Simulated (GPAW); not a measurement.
## A GW chain in GPAW: PbO (P4/nmm)

Symmetry: P4/nmm, No. 129, tetragonal system. The conventional cell has a = 3.960 Å, b = 3.960 Å, c = 5.070 Å, α = 90.00°, β = 90.00°, γ = 90.00°. Nearest to Pb lie 4 O at 2.32 Å. Nearest to O lie 4 Pb at 2.32 Å. Farther neighbours and most contacts between anions are not listed.

```xyz
4
Lattice="3.9600 0.0000 0.0000 0.0000 3.9600 0.0000 0.0000 0.0000 5.0700" Properties=species:S:1:pos:R:3 pbc="T T T"
Pb    0.0000    1.9800    1.2093
Pb    1.9800    0.0000    3.8607
O     0.0000    0.0000    0.0000
O     1.9800    1.9800    0.0000
```

- method: DFT, PBE, plane waves, PAW (and 1 further level or step)
- program: GPAW 26.7.0
- settings of one run: cutoff 600 eV, GPAW PAW setups 1.2.1 data release, 4×4×4 k-mesh, nbands 723
- cost: 4 runs, 4.9 min in all on 8 MPI ranks of AMD EPYC 7B13 (Zen 3), shared host (the runs of this entry)
- notes: The database entry behind the starting cell differs from later determinations by our own check (c about 1 % long). The cell and positions come from the Crystallography Open Database and are kept as given unless a step says otherwise. Limits: no spin-orbit coupling. Bands and cutoff are finite, so the gap is not at the basis limit. The miss can reach some tenths of an eV and take either sign; the mesh is an error of its own. The 4×4×4 mesh is coarse for this cell, which bears on the long-range parts of exchange and screening.
- PBE gap: 1.10 eV, indirect
- G0W0 gap on the mesh: 1.41 eV
- GW settings: 4×4×4 mesh, 331 bands, screening to 150 eV, Godby-Needs plasmon pole
- known limits: not at the basis limit; no spin-orbit coupling; coarse k mesh

G0W0 moves the gap on the mesh from 1.10 eV to 1.41 eV (+0.31 eV), with Z of 0.78 and 0.83 at the edges. Only 2 of the mesh's irreducible points were corrected, so a valley elsewhere could overtake.

[Paths, hosts, dates, memory and timing lines, banners, echoed tables and standing remarks are left out of the program output.]

[Logs are printed without paths, hosts, clocks, repeated set-up lines and the standing remarks that a program may print on its own settings, such as how far it seeks lower states.]

[Runs of the session that timed out or met a known fault of the program may be left out.]

[Hosts, paths, dates, database ids (printed as entryN), source tags and the programs' standing remarks are cut or masked in the printed files.]
